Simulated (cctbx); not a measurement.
# Diagnosing a refinement

Cell a = 4.3380 Å, b = 4.3380 Å, c = 7.3940 Å, α = 90.00°, β = 90.00°, γ = 120.00°; space group P-3m1 (no. 164). The compound is SmAgTe2.

Simulated single-crystal data (cctbx): Mo Kα, λ = 0.71073 Å, to d = 0.77 Å, 95 % of the full sphere, strongest reflection 70000 counts, noise from counting, a 1.5 % proportional error and a noise floor of 4 counts (s.d.); no absorption.

An anisotropic refinement with weights 1/σ² prints:

```text
Rint 0.013, 133 unique reflections to 0.77 A
cycle     R1     wR2    GooF  max shift (A)
   1  0.2853  0.5838  69.655   0.00337
   2  0.1014  0.2458  29.323   0.00001
final R1 0.1017 wR2 0.2457 GooF 29.317  parameters 7  data/parameter 19.0
atom        x        y        z      Ueq    occ   su(xyz)  su(Uiso or U11)
Ru1    0.00000  0.00000  0.00000  -0.0077  1.000  0.00000  0.0015  NPD
Te1    0.33333  0.66667  0.24515   0.0073  1.000  0.00043  0.0015
Ag1    0.00000  0.00000  0.50000   0.0081  1.000  0.00000  0.0018
difference map: max 22.95 min -4.32 rms 1.40
Q1    0.0000  0.0000  0.0000    1   22.95  0.00 A from Ru1
Q2    0.0000  0.0000  0.1931    2    3.78  1.43 A from Ru1
Q3    0.3333  0.6667  0.2531    2    3.51  0.06 A from Te1
Q4    0.3333  0.6667  0.7754    2    3.11  2.51 A from Te1
Q5    0.1186  0.2372  0.3849    6    1.26  1.23 A from Ag1
Q6    0.1166  0.2333  0.6145    6    1.13  1.22 A from Ag1
```

Q: Accept it or mend it, and why?

Mend it. The fault: wrong element: Ru1 is Sm. Against the right model at the same level, R1 goes from 0.0037 to 0.1017 and GooF from 1.01 to 29.32, U of Ru1 shrinks from 0.0090 to -0.0077 Å², the top difference peak, 22.9 e/Å³, lies on Ru1 and Ru1 goes non-positive-definite. Ru1 has 18 electrons too few and its U shrinks to make up, as expected.

The compound is SmAgTe2. The right model at the same level gives:

```text
Rint 0.013, 133 unique reflections to 0.77 A
cycle     R1     wR2    GooF  max shift (A)
   1  0.0071  0.0177   2.117   0.00008
   2  0.0037  0.0085   1.010   0.00000
final R1 0.0037 wR2 0.0085 GooF 1.010  parameters 7  data/parameter 19.0
atom        x        y        z      Ueq    occ   su(xyz)  su(Uiso or U11)
Sm1    0.00000  0.00000  0.00000   0.0090  1.000  0.00000  0.0001
Te1    0.33333  0.66667  0.24561   0.0055  1.000  0.00002  0.0001
Ag1    0.00000  0.00000  0.50000   0.0060  1.000  0.00000  0.0001
difference map: max 0.31 min -0.28 rms 0.06
Q1    0.0000  0.0000  0.2151    2    0.32  1.59 A from Sm1
Q2    0.3333  0.6667  0.7397    2    0.30  2.51 A from Te1
Q3    0.3333  0.6667  0.9220    2    0.22  2.39 A from Te1
Q4    0.1843  0.5922  0.5486    6    0.20  2.30 A from Ag1
Q5    0.1161  0.2323  0.2288    6    0.20  1.64 A from Te1
Q6    0.0874  0.1748  0.6791    6    0.19  1.48 A from Ag1
```

The model was made for the exercise: a known structure type with other elements put in, its volume estimated, not relaxed; displacement parameters are assumed.

[Middle refinement cycles are left out of these outputs.]

[Logs are printed without paths, hosts, clocks, repeated set-up lines and the standing remarks that a program may print on its own settings, such as how far it seeks lower states.]
